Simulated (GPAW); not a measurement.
# Polarising a 8-layer slab of Sr(100) with a field along the normal

The dipole of the cell at several fields, atoms fixed. What does the strongest field give, and what length does the slope stand for?

**Method.** GPAW 26.7.0, plane waves (400 eV), PAW setups, PBE, 7×7 mesh, a dipole layer in the vacuum; geometry relaxed without an applied field with GPAW. The cell's area is 18.48 Å², and e/ε0 = 180.95 V Å.

What came out, but for one run:

| field (V/Å) | dipole (e Å) |
| --- | --- |
| −0.2 | −0.5419 |
| −0.1 | −0.2703 |
| −0.05 | −0.1345 |
| 0.05 | 0.1365 |
| 0.1 | 0.2721 |
| 0.2 | 0.5437 |
| 0.3 | ? |

Q: What is the dipole at 0.3 V/Å?

**Working.** A line through the 6 points has the slope α = 2.713 e Å per V/Å and the intercept p₀ = 0.0009 e Å (r.m.s. residual 1.5e−04). At 0.3 V/Å it gives p = 0.0009 + 2.713 × 0.3 = 0.8150 e Å; the run gives 0.8159 e Å, so the response stays linear to 0.1 % of the induced part. Dividing by ε0 and the area: α/(ε0 A) = 2.713 × 180.95 / 18.48 = 26.56 Å, against 21.24 Å between the outer nuclei. A metal screens fully, so the excess of 5.32 Å puts the image planes about 2.66 Å outside the outer atoms on average.

**Limits.** This is the electronic response alone; ions that move would add to it in polar layers. No run was spin-polarised, so magnetic states weren't tested.
